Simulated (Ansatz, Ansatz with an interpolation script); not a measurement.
Rows from a G0W0 calculation on BaTiO3 (R3m) (Ansatz 0.2.0; G0W0 on LDA, plane waves, PAW; PAW set soft_1; 4×4×4 mesh, 267 empty bands, screening to 150 eV, PAW set soft_1 files), in eV. Spin-orbit coupling is left out.

```csv
row,k,band,start,Σx,Σc at the solution,Vxc
A,Γ,v1,9.467,-25.774,4.084,-21.434
B,"(-0.500, -0.500, -0.500)",c2,14.322,-14.707,-7.733,-23.919
C,"(-0.500, -0.500, -0.500)",c1,14.173,-14.610,-7.642,-23.724
D,"(-0.500, -0.500, -0.500)",v2,9.803,-25.738,4.561,-20.882
E,"(-0.500, -0.500, -0.500)",v1,9.818,-25.763,4.572,-20.895
F,Γ,c1,12.172,-13.031,-6.188,-20.666
```

Work out each quasiparticle level and how far it moved.

The quasiparticle equation reads E = start + Σx + Σc(E) − Vxc.

```csv
row,E (eV),shift (eV)
A,9.211,−0.256
B,15.801,+1.479
C,15.645,+1.472
D,9.509,−0.295
E,9.523,−0.295
F,13.619,+1.447
```

The gap over the computed points goes from 2.35 eV to 4.10 eV.

Limits: not at the basis limit; no spin-orbit coupling; coarse k mesh.

[Paths, hosts, dates, memory and timing lines, banners, echoed tables and standing remarks are left out of the program output.]

[Logs are printed without paths, hosts, clocks, repeated set-up lines and the standing remarks that a program may print on its own settings, such as how far it seeks lower states.]

[Runs of the session that timed out or met a known fault of the program may be left out.]

[Hosts, paths, dates, database ids (printed as entryN), source tags and the programs' standing remarks are cut or masked in the printed files.]
